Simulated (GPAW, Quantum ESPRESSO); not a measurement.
# Core-hole calculation of the Cu K edge in Cu (Copper, Fm-3m)

Aim: the Cu K edge of Cu (Copper, Fm-3m) by two routes, a Lanczos recursion (XSpectra) and a sum over empty bands (GPAW), to see which features are robust.

Main program and level: Quantum ESPRESSO 7.5; core-hole supercells, plane-wave PAW PBE (first program; GPAW 26.7.0 follows as the second).

This is a report of a sequence of runs, with most program output left out.

**1. The starting structure**

Symmetry: Fm-3m, No. 225, cubic system. The conventional cell has a = 3.615 Å, b = 3.615 Å, c = 3.615 Å, α = 90.00°, β = 90.00°, γ = 90.00°. Nearest to Cu lie 12 Cu at 2.56 Å.

**2. The field without a hole (Quantum ESPRESSO)**

A plain self-consistent run shows whether there is a gap, which decides the set-up of the core-hole run.

File scf.in:

```
&control
   calculation='scf', prefix='x', pseudo_dir='../pp', outdir='tmp', tprnfor=.true.
/
&system
   ibrav=0, nat=1, ntyp=1, nbnd=10
   ecutwfc=60, ecutrho=340
   occupations='smearing', smearing='mv', degauss=0.015
/
&electrons
   conv_thr=1.0e-08, electron_maxstep=120
   mixing_beta=0.5
/
ATOMIC_SPECIES
Cu3 1.0 Cu.pbe-dn-kjpaw.UPF
CELL_PARAMETERS angstrom
  0.00000000 1.80750000 1.80750000
  1.80750000 0.00000000 1.80750000
  1.80750000 1.80750000 0.00000000
ATOMIC_POSITIONS crystal
Cu3  0.00000000 0.00000000 0.00000000
K_POINTS automatic
13 13 13 0 0 0
```

File Cu.pbe-dn-kjpaw.ld1.in:

```
&input
   title='Cu', zed=29., rel=1, iswitch=3, dft='PBE',
   config='[Ar] 4s1.5 4p0 3d9.5'
/
&inputp
   file_pseudopw='Cu.pbe-dn-kjpaw.UPF', author='',
   lpaw=.true.,
   pseudotype=3,
   lloc=-1,
   rcloc=1.9,
   which_augfun='PSQ',
   rmatch_augfun_nc=.true.,
   nlcc=.true.,
   new_core_ps=.true.,
   rcore=1.0,
   tm=.true.,
   lgipaw_reconstruction=.true., use_paw_as_gipaw=.true.
/
6
4S  1  0  1.50  0.00  1.30  2.10  0.0
4S  1  0  0.00  6.10  1.30  2.10  0.0
4P  2  1  0.00  0.00  1.30  2.10  0.0
4P  2  1  0.00  6.30  1.30  2.10  0.0
3D  3  2  9.50  0.00  1.30  1.80  0.0
3D  3  2  0.00 -0.20  1.30  1.80  0.0
```

Command:

```sh
$ OMP_NUM_THREADS=1 mpirun --oversubscribe --bind-to none -np 4 pw.x -nk 4 -in scf.in > scf.out
```

The job ended after 2.6 s (4 MPI ranks of Arm Neoverse V2, shared host; peak memory 0.06 GiB).

Absorbing atoms carry a label of their own (element plus a letter or digit), as the spectrum program needs them as separate species.

The mesh shows no gap, so the system is treated as a metal and the core electron is put at the Fermi level (neutral cell).

**3. Spectrum without a core hole, Cu atom 1 (Quantum ESPRESSO)**

This cheap baseline ignores the attraction of the hole: it shows the absorber's empty states as they are in the ground state.

The absorber has 12 Cu at 2.56 Å (cuboctahedral, site symmetry m-3m).

File xspectra.in:

```
&input_xspectra
   calculation='xanes_dipole', edge='K'
   prefix='x', outdir='tmp', xiabs=1, xe0=12.8339
   xonly_plot=.false., x_save_file='xanes.sav'
   xniter=3000, xcheck_conv=20, xerror=0.005
   xcoordcrys=.false., xepsilon(1)=1, xepsilon(2)=0, xepsilon(3)=0
/
&plot
   xnepoint=212, xemin=-10, xemax=45, terminator=.true., cut_occ_states=.true.
   xgamma=0.78
/
&pseudos
   filecore='../Cu.wfc'
/
&cut_occ
   cut_desmooth=0.1, cut_stepl=0.05, cut_stepu=0.05, cut_ierror=1e-5
/
11 11 11 0 0 0
```

Command:

```sh
$ OMP_NUM_THREADS=1 mpirun --oversubscribe --bind-to none -np 4 xspectra.x -nk 4 -in xspectra.in > xspectra.out
```

Run time: 11 s. Hardware: 4 MPI ranks; peak memory 0.12 GiB.

The Cu K spectrum, Cu atom 1, no core hole (energy from the energy zero of the input (xe0, at the border of filled and empty states); intensity scaled to a mean of 1 over the first 20 eV; the points at xe0, where the cut of filled states can leave a spike, are interpolated):

| E (eV) | intensity |
| --- | --- |
| -2.0 | 0.08 |
| -1.0 | 0.14 |
| 0.0 | 0.32 |
| 1.0 | 0.47 |
| 2.0 | 0.53 |
| 3.0 | 0.52 |
| 4.0 | 0.51 |
| 5.0 | 0.59 |
| 6.0 | 0.67 |
| 7.0 | 0.64 |
| 8.0 | 0.81 |
| 9.0 | 0.89 |
| 10.0 | 1.00 |
| 11.0 | 1.15 |
| 12.0 | 1.37 |
| 13.0 | 1.49 |
| 14.0 | 1.57 |
| 15.0 | 1.52 |
| 16.0 | 1.45 |
| 17.0 | 1.37 |
| 18.0 | 1.31 |
| 19.0 | 1.22 |
| 20.0 | 1.34 |
| 21.0 | 1.52 |
| 22.0 | 1.87 |
| 23.0 | 1.79 |
| 24.0 | 1.64 |
| 25.0 | 1.43 |
| 26.0 | 1.69 |
| 27.0 | 1.55 |
| 28.0 | 1.10 |
| 29.0 | 1.12 |
| 30.0 | 1.38 |
| 31.0 | 1.23 |
| 32.0 | 1.18 |

Main maxima below 30 eV (height): 5.6 eV (0.67), 13.7 eV (1.57), 15.3 eV (1.55), 17.4 eV (1.40), 22.3 eV (1.91) and 26.0 eV (1.69). A K edge sees empty p states on the absorber.

**4. Reference energy of the supercell (Quantum ESPRESSO)**

The photon energy needs a difference of total energies, so the cell and mesh of the coming hole run are first run without a hole.

File scf.in:

```
&control
   calculation='scf', prefix='x', pseudo_dir='../pp', outdir='tmp', tprnfor=.true.
/
&system
   ibrav=0, nat=13, ntyp=1, nbnd=89
   ecutwfc=60, ecutrho=340
   occupations='smearing', smearing='mv', degauss=0.015
/
&electrons
   conv_thr=1.3e-07, electron_maxstep=120
   mixing_beta=0.5
/
ATOMIC_SPECIES
Cu 1.0 Cu.pbe-dn-kjpaw.UPF
CELL_PARAMETERS angstrom
  -1.80750000 5.42250000 0.00000000
  5.42250000 0.00000000 1.80750000
  0.00000000 -1.80750000 -5.42250000
ATOMIC_POSITIONS crystal
Cu   0.00000000 0.00000000 0.00000000
Cu   0.38461538 0.46153846 0.15384615
Cu   0.15384615 0.38461538 0.46153846
Cu   0.46153846 0.15384615 0.38461538
Cu   0.76923077 0.92307692 0.30769231
Cu   0.23076923 0.07692308 0.69230769
Cu   0.53846154 0.84615385 0.61538462
Cu   0.07692308 0.69230769 0.23076923
Cu   0.84615385 0.61538462 0.53846154
Cu   0.69230769 0.23076923 0.07692308
Cu   0.30769231 0.76923077 0.92307692
Cu   0.61538462 0.53846154 0.84615385
Cu   0.92307692 0.30769231 0.76923077
K_POINTS automatic
5 5 5 0 0 0
```

Command:

```sh
$ OMP_NUM_THREADS=1 mpirun --oversubscribe --bind-to none -np 4 pw.x -nk 4 -in scf.in > scf.out
```

It took 5.4 min on 4 MPI ranks; peak memory 0.42 GiB.

Reference energy: -585448.829 eV with the cores included.

**5. The atom with a core hole (Quantum ESPRESSO)**

The final state has one core electron fewer, so a PAW data set is made for an atom with that hole.

File Cu.pbe-dn-kjpaw-1sch.ld1.in:

```
&input
   title='Cu', zed=29., rel=1, iswitch=3, dft='PBE',
   config='1s1 2s2 2p6 3s2 3p6 4s2 4p0 3d10'
/
&inputp
   file_pseudopw='Cu.pbe-dn-kjpaw-1sch.UPF', author='',
   lpaw=.true.,
   pseudotype=3,
   lloc=-1,
   rcloc=1.9,
   which_augfun='PSQ',
   rmatch_augfun_nc=.true.,
   nlcc=.true.,
   new_core_ps=.true.,
   rcore=1.0,
   tm=.true.,
   zval=12,
   lgipaw_reconstruction=.true., use_paw_as_gipaw=.true.
/
6
4S  1  0  2.00  0.00  1.17  2.10  0.0
4S  1  0  0.00  6.10  1.17  2.10  0.0
4P  2  1  0.00  0.00  1.17  2.10  0.0
4P  2  1  0.00  6.30  1.17  2.10  0.0
3D  3  2  10.00  0.00  1.17  1.80  0.0
3D  3  2  0.00  -0.20  1.17  1.80  0.0
```

Command:

```sh
$ ld1.x < Cu.pbe-dn-kjpaw-1sch.ld1.in > Cu.pbe-dn-kjpaw-1sch.ld1.out
```

It took 0.7 s on 1 MPI rank; peak memory 0.12 GiB.

Removing the core electron and adding it to the valence shell costs the free atom 9011.2 eV.

**6. Supercell with XCH, Cu atom 1 (Quantum ESPRESSO)**

The holes are 5.7 Å apart. The excited electron is kept in the cell, where it fills the lowest empty states and screens the hole.

scf.in, as its differences from that of step 4:

```diff
@@ -4,3 +4,3 @@
 &system
-   ibrav=0, nat=13, ntyp=1, nbnd=89
+   ibrav=0, nat=13, ntyp=2, nbnd=89
    ecutwfc=60, ecutrho=340
@@ -13,2 +13,3 @@
 ATOMIC_SPECIES
+Cu0 1.0 Cu.pbe-dn-kjpaw-1sch.UPF
 Cu 1.0 Cu.pbe-dn-kjpaw.UPF
@@ -19,3 +20,3 @@
 ATOMIC_POSITIONS crystal
-Cu   0.00000000 0.00000000 0.00000000
+Cu0  0.00000000 0.00000000 0.00000000
 Cu   0.38461538 0.46153846 0.15384615
```

Command:

```sh
$ OMP_NUM_THREADS=1 mpirun --oversubscribe --bind-to none -np 4 pw.x -nk 4 -in scf.in > scf.out
```

It took 6.6 min on 4 MPI ranks; peak memory 0.42 GiB; 26 min of CPU time.

Energy with the hole: -576434.726 eV, cores included.

**7. Spectrum with XCH, Cu atom 1 (Quantum ESPRESSO)**

The Lanczos recursion gives the spectrum without computing empty bands; each polarisation needs a run of its own on the full k mesh. xe0 is set between filled and empty states, and states below it are cut, here at the Fermi level, which holds the excited electron. The file of filecore holds the core orbital, taken from the hole-free data set.

xspectra.in, as its differences from that of step 3:

```diff
@@ -2,3 +2,3 @@
    calculation='xanes_dipole', edge='K'
-   prefix='x', outdir='tmp', xiabs=1, xe0=12.8339
+   prefix='x', outdir='tmp', xiabs=1, xe0=12.945
    xonly_plot=.false., x_save_file='xanes.sav'
@@ -17,2 +17,2 @@
 /
-11 11 11 0 0 0
+5 5 5 0 0 0
```

Command:

```sh
$ OMP_NUM_THREADS=1 mpirun --oversubscribe --bind-to none -np 4 xspectra.x -nk 4 -in xspectra.in > xspectra.out
```

It took 1.8 min on 4 MPI ranks; peak memory 0.18 GiB; 7.3 min of CPU time.

The Cu K spectrum, Cu atom 1, excited-electron core hole (neutral cell) (energy from the energy zero of the input (xe0, at the border of filled and empty states); intensity scaled to a mean of 1 over the first 20 eV; the points at xe0, where the cut of filled states can leave a spike, are interpolated):

| E (eV) | intensity |
| --- | --- |
| -2.0 | 0.09 |
| -1.5 | 0.11 |
| -1.0 | 0.15 |
| -0.5 | 0.22 |
| 0.0 | 0.32 |
| 0.5 | 0.42 |
| 1.0 | 0.49 |
| 1.5 | 0.54 |
| 2.0 | 0.55 |
| 2.5 | 0.54 |
| 3.0 | 0.53 |
| 3.5 | 0.53 |
| 4.0 | 0.56 |
| 4.5 | 0.59 |
| 5.0 | 0.62 |
| 5.5 | 0.66 |
| 6.0 | 0.70 |
| 6.5 | 0.73 |
| 7.0 | 0.75 |
| 7.5 | 0.77 |
| 8.0 | 0.85 |
| 8.5 | 0.95 |
| 9.0 | 1.04 |
| 9.5 | 1.08 |
| 10.0 | 1.07 |
| 10.5 | 1.13 |
| 11.0 | 1.26 |
| 11.5 | 1.41 |
| 12.0 | 1.50 |
| 12.5 | 1.52 |
| 13.0 | 1.47 |
| 13.5 | 1.41 |
| 14.0 | 1.42 |
| 14.5 | 1.45 |
| 15.0 | 1.46 |
| 15.5 | 1.41 |
| 16.0 | 1.32 |
| 16.5 | 1.22 |
| 17.0 | 1.14 |
| 17.5 | 1.13 |
| 18.0 | 1.19 |
| 18.5 | 1.23 |
| 19.0 | 1.23 |
| 19.5 | 1.25 |
| 20.0 | 1.28 |
| 20.5 | 1.35 |
| 21.0 | 1.46 |
| 21.5 | 1.58 |
| 22.0 | 1.62 |
| 22.5 | 1.61 |
| 23.0 | 1.56 |
| 23.5 | 1.46 |
| 24.0 | 1.40 |
| 24.5 | 1.36 |
| 25.0 | 1.28 |
| 25.5 | 1.22 |
| 26.0 | 1.22 |
| 26.5 | 1.25 |
| 27.0 | 1.24 |
| 27.5 | 1.17 |
| 28.0 | 1.10 |
| 28.5 | 1.06 |
| 29.0 | 1.04 |
| 29.5 | 1.03 |
| 30.0 | 1.03 |
| 30.5 | 1.05 |
| 31.0 | 1.07 |
| 31.5 | 1.08 |
| 32.0 | 1.10 |

Main maxima below 30 eV (height): 12.4 eV (1.52), 14.8 eV (1.46), 22.1 eV (1.62) and 26.8 eV (1.25). 

The total-energy difference is 9014.10 eV. One term is added: -29.93 eV, since the hole is spin-paired here and a spin-polarised one costs that much less in the free atom (computed apart). The photon energy is then 8984.17 eV. The tabulated edge of the element is 8979 eV. The functional leaves an error of a few eV in such absolute values.

**8. Quadrupole spectrum with XCH, Cu atom 1 (Quantum ESPRESSO)**

Pre-edge features of transition metals can come from s→d transitions, which the dipole operator misses, so the quadrupole term is computed on the same field.

Changed against the first core-hole run: operator from dipole to quadrupole.

File xspectra.in:

```
&input_xspectra
   calculation='xanes_quadrupole', edge='K'
   prefix='x', outdir='tmp', xiabs=1, xe0=12.945
   xonly_plot=.false., x_save_file='xanes.sav'
   xniter=3000, xcheck_conv=20, xerror=0.005
   xcoordcrys=.false., xepsilon(1)=1, xepsilon(2)=0, xepsilon(3)=0
   xkvec(1)=0, xkvec(2)=1, xkvec(3)=0
/
&plot
   xnepoint=116, xemin=-8, xemax=22, terminator=.true., cut_occ_states=.true.
   xgamma=0.78
/
&pseudos
   filecore='../Cu.wfc'
/
&cut_occ
   cut_desmooth=0.1, cut_stepl=0.05, cut_stepu=0.05, cut_ierror=1e-5
/
5 5 5 0 0 0
```

Wall time 96 s (4 MPI ranks); peak memory 0.18 GiB; 6.4 min of CPU time.

Dipole and quadrupole parts on one scale (eps x, k y):

| E (eV) | dipole | quadrupole × 20 |
| --- | --- | --- |
| -3.0 | 0.06 | 0.00 |
| -2.0 | 0.09 | 0.00 |
| -1.0 | 0.15 | 0.01 |
| 0.0 | 0.32 | 0.03 |
| 1.0 | 0.49 | 0.02 |
| 2.0 | 0.55 | 0.02 |
| 3.0 | 0.53 | 0.03 |
| 4.0 | 0.56 | 0.04 |
| 5.0 | 0.62 | 0.04 |
| 6.0 | 0.70 | 0.04 |
| 7.0 | 0.75 | 0.03 |
| 8.0 | 0.85 | 0.03 |
| 9.0 | 1.04 | 0.03 |
| 10.0 | 1.07 | 0.03 |
| 11.0 | 1.26 | 0.03 |
| 12.0 | 1.50 | 0.03 |
| 13.0 | 1.47 | 0.03 |
| 14.0 | 1.42 | 0.03 |
| 15.0 | 1.46 | 0.03 |
| 16.0 | 1.32 | 0.03 |
| 17.0 | 1.14 | 0.03 |
| 18.0 | 1.19 | 0.03 |
| 19.0 | 1.23 | 0.04 |
| 20.0 | 1.28 | 0.04 |
| 21.0 | 1.46 | 0.04 |
| 22.0 | 1.62 | 0.03 |

**9. Ground state of the crystal (GPAW)**

The second program starts from its own ground state, on the same cell and functional.

File scf.py:

```python
import numpy as np
from ase import Atoms
from ase.parallel import parprint, paropen
from gpaw import GPAW, PW, FermiDirac, Mixer, MixerDif, setup_paths
from gpaw.test import gen
setup_paths.insert(0, '.')
gen('Cu', name='nch1s', xcname='PBE', corehole=(1, 0, 0), write_xml=True)
from gpaw.mpi import world
world.barrier()

atoms = Atoms('Cu',
    cell=[[0, 1.8075, 1.8075],
     [1.8075, 0, 1.8075],
     [1.8075, 1.8075, 0]],
    scaled_positions=[[0, 0, 0]],
    pbc=True)
atoms.calc = calc = GPAW(legacy_gpaw=True, mode=PW(500), xc='PBE', setups={0: 'nch1s'},
    kpts={'size': (12, 12, 12), 'gamma': True}, occupations=FermiDirac(0.05),
    charge=0, mixer=Mixer(0.1, 5, 50), maxiter=150,
    convergence={'density': 0.0001}, txt='scf.txt')
energy = atoms.get_potential_energy() + calc.get_reference_energy()
ef = calc.get_fermi_level()
out = dict(energy=energy, fermi=ef, forces=atoms.get_forces().tolist())
parprint(f'all-electron energy {energy:.4f} eV, Fermi level {ef:.4f} eV')
ev = np.array([[calc.get_eigenvalues(k, s) for k in range(len(calc.get_ibz_k_points()))] for s in range(calc.get_number_of_spins())])
out['homo'], out['lumo'], out['counts'] = ev[ev < ef].max(), ev[ev > ef].min(), sorted(set((ev < ef).sum((0, 2)).tolist()))
out['filled'] = (ev[:, 0] < ef).sum(1).tolist()
import json
with paropen('out.json', 'w') as f:
    json.dump(out, f)
```

Command:

```sh
$ OMP_NUM_THREADS=1 mpirun -n 4 gpaw python scf.py
```

Run time: 4.7 s. Hardware: 4 MPI ranks; peak memory 0.15 GiB.

The mesh shows no gap, so the system is treated as a metal and the core electron is put at the Fermi level (neutral cell).

**10. Spectrum without a core hole, Cu atom 1 (GPAW)**

Without a hole the spectrum is the empty density of states of the right symmetry on the absorber, weighted by matrix elements. It needs only the small cell and serves as the baseline. The data set with a hole of occupation 0 only carries the core orbital.

File xas.py:

```python
import numpy as np
from ase import Atoms
from ase.parallel import parprint, paropen
from gpaw import GPAW, PW, FermiDirac, Mixer, MixerDif, setup_paths
from gpaw.test import gen
setup_paths.insert(0, '.')
gen('Cu', name='nch1s', xcname='PBE', corehole=(1, 0, 0), write_xml=True)
from gpaw.mpi import world
world.barrier()

atoms = Atoms('Cu',
    cell=[[0, 1.8075, 1.8075],
     [1.8075, 0, 1.8075],
     [1.8075, 1.8075, 0]],
    scaled_positions=[[0, 0, 0]],
    pbc=True)
atoms.calc = calc = GPAW(legacy_gpaw=True, mode=PW(500), xc='PBE', setups={0: 'nch1s'},
    kpts={'size': (16, 16, 16), 'gamma': True}, occupations=FermiDirac(0.1),
    charge=0, mixer=Mixer(0.1, 5, 50), maxiter=150,
    convergence={'density': 0.0001}, txt='scf.txt')
energy = atoms.get_potential_energy() + calc.get_reference_energy()
ef = calc.get_fermi_level()
out = dict(energy=energy, fermi=ef, forces=atoms.get_forces().tolist())
parprint(f'all-electron energy {energy:.4f} eV, Fermi level {ef:.4f} eV')
ev = np.array([[calc.get_eigenvalues(k, s) for k in range(len(calc.get_ibz_k_points()))] for s in range(calc.get_number_of_spins())])
out['homo'], out['lumo'], out['counts'] = ev[ev < ef].max(), ev[ev > ef].min(), sorted(set((ev < ef).sum((0, 2)).tolist()))
out['filled'] = (ev[:, 0] < ef).sum(1).tolist()

from ase.units import Ha
from gpaw.xas import dipole_matrix_elements
nb = int(calc.get_number_of_electrons() / 2) + 10
top = nb
nscf = calc.fixed_density(kpts={'size': (14, 14, 14), 'gamma': True},
    convergence={'eigenstates': 1.0}, txt='nscf.txt')
nscf.diagonalize_full_hamiltonian(nbands=nb)
cell = atoms.cell.array
ops = [cell.T @ U.T @ np.linalg.inv(cell.T) for U in nscf.wfs.kd.symmetry.op_scc]
E = np.arange(-25, 34, 0.1)
fwhm = np.interp(E, [4, 25], [1.55, 3.5])
Y, X, zero, highest = 0, 0, 1e9, 1e9
for spin in range(nscf.get_number_of_spins()):
    wfs = nscf.wfs
    A = dipole_matrix_elements(wfs.setups[0])
    eps = np.zeros((wfs.kd.nibzkpts, nb))
    d = np.zeros((3, A.shape[1], wfs.kd.nibzkpts, nb), complex)
    for kpt in wfs.kpt_u:
        if kpt.s == spin and 0 in kpt.P_ani:
            eps[kpt.k] = kpt.eps_n * Ha
            d[:, :, kpt.k] = (kpt.weight * wfs.nspins / 2) ** 0.5 * np.inner(A, kpt.P_ani[0])
    world.sum(eps)
    world.sum(d)
    T = np.einsum('amkn,bmkn->abkn', d, d.conj()).real
    T = sum(np.einsum('ai,ijkn,bj->abkn', R, T, R) for R in ops) / len(ops)
    empty = eps > ef
    zero, highest = min(zero, eps[empty].min()), min(highest, eps[:, top - 1].min())
    lines = [(eps, T, empty)] if spin == 0 else lines + [(eps, T, empty)]
for eps, T, empty in lines:
    f = np.einsum('aakn->akn', T).reshape(3, -1)
    x = eps.ravel() - zero
    w = np.interp(x, E, fwhm) / 2.35482
    g = np.exp(-0.5 * ((E[:, None] - x) / w) ** 2) / (w * (2 * np.pi) ** 0.5)
    Y = Y + (f * empty.ravel()) @ g.T
    X = X + (f * ~empty.ravel()) @ g.T
out.update(E=E.round(2).tolist(), xas=Y.tolist(), xes=X.tolist(), zero=zero, valid=highest - zero, nk=len(eps), nb=nb)
for i in range(0, len(E), 10):
    parprint(f'{E[i]:7.2f}', *(f'{v:10.3e}' for v in Y[:, i]))
import json
with paropen('out.json', 'w') as f:
    json.dump(out, f)
```

Command:

```sh
$ OMP_NUM_THREADS=1 mpirun -n 4 gpaw python xas.py
```

Wall time 7.6 s (4 MPI ranks); peak memory 0.18 GiB.

The Cu K spectrum, Cu atom 1, no core hole (energy from the lowest empty level; intensity scaled to a mean of 1 over the first 20 eV):

| E (eV) | intensity |
| --- | --- |
| -2.0 | 0.00 |
| -1.5 | 0.01 |
| -1.0 | 0.04 |
| -0.5 | 0.13 |
| 0.0 | 0.28 |
| 0.5 | 0.46 |
| 1.0 | 0.59 |
| 1.5 | 0.63 |
| 2.0 | 0.64 |
| 2.5 | 0.63 |
| 3.0 | 0.59 |
| 3.5 | 0.54 |
| 4.0 | 0.52 |
| 4.5 | 0.55 |
| 5.0 | 0.60 |
| 5.5 | 0.64 |
| 6.0 | 0.64 |
| 6.5 | 0.65 |
| 7.0 | 0.69 |
| 7.5 | 0.73 |
| 8.0 | 0.76 |
| 8.5 | 0.79 |
| 9.0 | 0.85 |
| 9.5 | 0.94 |
| 10.0 | 1.02 |
| 10.5 | 1.08 |
| 11.0 | 1.15 |
| 11.5 | 1.25 |
| 12.0 | 1.35 |
| 12.5 | 1.46 |
| 13.0 | 1.55 |
| 13.5 | 1.60 |
| 14.0 | 1.61 |
| 14.5 | 1.59 |
| 15.0 | 1.55 |
| 15.5 | 1.49 |
| 16.0 | 1.43 |
| 16.5 | 1.37 |
| 17.0 | 1.30 |
| 17.5 | 1.24 |
| 18.0 | 1.19 |
| 18.5 | 1.16 |
| 19.0 | 1.15 |
| 19.5 | 1.17 |
| 20.0 | 1.22 |
| 20.5 | 1.30 |
| 21.0 | 1.39 |
| 21.5 | 1.49 |
| 22.0 | 1.56 |
| 22.5 | 1.60 |
| 23.0 | 1.61 |
| 23.5 | 1.58 |
| 24.0 | 1.54 |
| 24.5 | 1.48 |
| 25.0 | 1.41 |
| 25.5 | 1.36 |
| 26.0 | 1.31 |
| 26.5 | 1.27 |
| 27.0 | 1.24 |
| 27.5 | 1.20 |
| 28.0 | 1.15 |
| 28.5 | 1.10 |
| 29.0 | 1.04 |
| 29.5 | 1.01 |
| 30.0 | 0.99 |

Main maxima below 29 eV (height): 2.0 eV (0.64), 14.0 eV (1.61) and 22.8 eV (1.61). 

The same matrix elements for filled bands give the Cu K emission of Cu atom 1 (ground-state approximation; energy from the lowest empty level, largest value 1):

| E (eV) | emission |
| --- | --- |
| -24.00 | 0.00 |
| -23.25 | 0.00 |
| -22.50 | 0.00 |
| -21.75 | 0.00 |
| -21.00 | 0.00 |
| -20.25 | 0.00 |
| -19.50 | 0.00 |
| -18.75 | 0.00 |
| -18.00 | 0.00 |
| -17.25 | 0.00 |
| -16.50 | 0.00 |
| -15.75 | 0.00 |
| -15.00 | 0.00 |
| -14.25 | 0.00 |
| -13.50 | 0.00 |
| -12.75 | 0.00 |
| -12.00 | 0.00 |
| -11.25 | 0.00 |
| -10.50 | 0.00 |
| -9.75 | 0.00 |
| -9.00 | 0.02 |
| -8.25 | 0.06 |
| -7.50 | 0.12 |
| -6.75 | 0.21 |
| -6.00 | 0.33 |
| -5.25 | 0.51 |
| -4.50 | 0.72 |
| -3.75 | 0.95 |
| -3.00 | 0.95 |
| -2.25 | 0.63 |
| -1.50 | 0.43 |
| -0.75 | 0.43 |
| 0.00 | 0.29 |
| 0.75 | 0.07 |
| 1.50 | 0.01 |
| 2.25 | 0.00 |
| 3.00 | 0.00 |

Emission maxima: -3.4 eV (1.00).

**11. Supercell without a hole, the energy reference (GPAW)**

Total energies of two programs can't be mixed, so the cell and mesh of GPAW's hole run get a reference energy of their own.

scf.py, as its differences from that of step 9:

```diff
@@ -10,10 +10,22 @@
 
-atoms = Atoms('Cu',
-    cell=[[0, 1.8075, 1.8075],
-     [1.8075, 0, 1.8075],
-     [1.8075, 1.8075, 0]],
-    scaled_positions=[[0, 0, 0]],
+atoms = Atoms('Cu13',
+    cell=[[-1.8075, 5.4225, 0],
+     [5.4225, 0, 1.8075],
+     [0, -1.8075, -5.4225]],
+    scaled_positions=[[0, 0, 0],
+     [0.38461538, 0.46153846, 0.15384615],
+     [0.15384615, 0.38461538, 0.46153846],
+     [0.46153846, 0.15384615, 0.38461538],
+     [0.76923077, 0.92307692, 0.30769231],
+     [0.23076923, 0.07692308, 0.69230769],
+     [0.53846154, 0.84615385, 0.61538462],
+     [0.07692308, 0.69230769, 0.23076923],
+     [0.84615385, 0.61538462, 0.53846154],
+     [0.69230769, 0.23076923, 0.07692308],
+     [0.30769231, 0.76923077, 0.92307692],
+     [0.61538462, 0.53846154, 0.84615385],
+     [0.92307692, 0.30769231, 0.76923077]],
     pbc=True)
 atoms.calc = calc = GPAW(legacy_gpaw=True, mode=PW(500), xc='PBE', setups={0: 'nch1s'},
-    kpts={'size': (12, 12, 12), 'gamma': True}, occupations=FermiDirac(0.05),
+    kpts={'size': (5, 5, 5), 'gamma': True}, occupations=FermiDirac(0.1),
     charge=0, mixer=Mixer(0.1, 5, 50), maxiter=150,
```

Command:

```sh
$ OMP_NUM_THREADS=1 mpirun -n 4 gpaw python scf.py
```

Run time: 54 s. Hardware: 4 MPI ranks; peak memory 0.32 GiB.

Reference energy: -585326.507 eV with the cores included.

(Part 1 of 2 ends here.)

[Logs are printed without paths, hosts, clocks, repeated set-up lines and the standing remarks that a program may print on its own settings, such as how far it seeks lower states.]

[Hosts, paths, dates, database ids (printed as entryN), source tags and the programs' standing remarks are cut or masked in the printed files.]

[Lists of maxima count a maximum above −3 eV only where it reaches 4 % of the highest in the window and stands out from its surroundings by 2 % of it (1.5 % where it reaches 55 %); shoulders and weaker maxima are passed over, and of the rest the first, up to two pre-edge ones and the few strongest are named.]
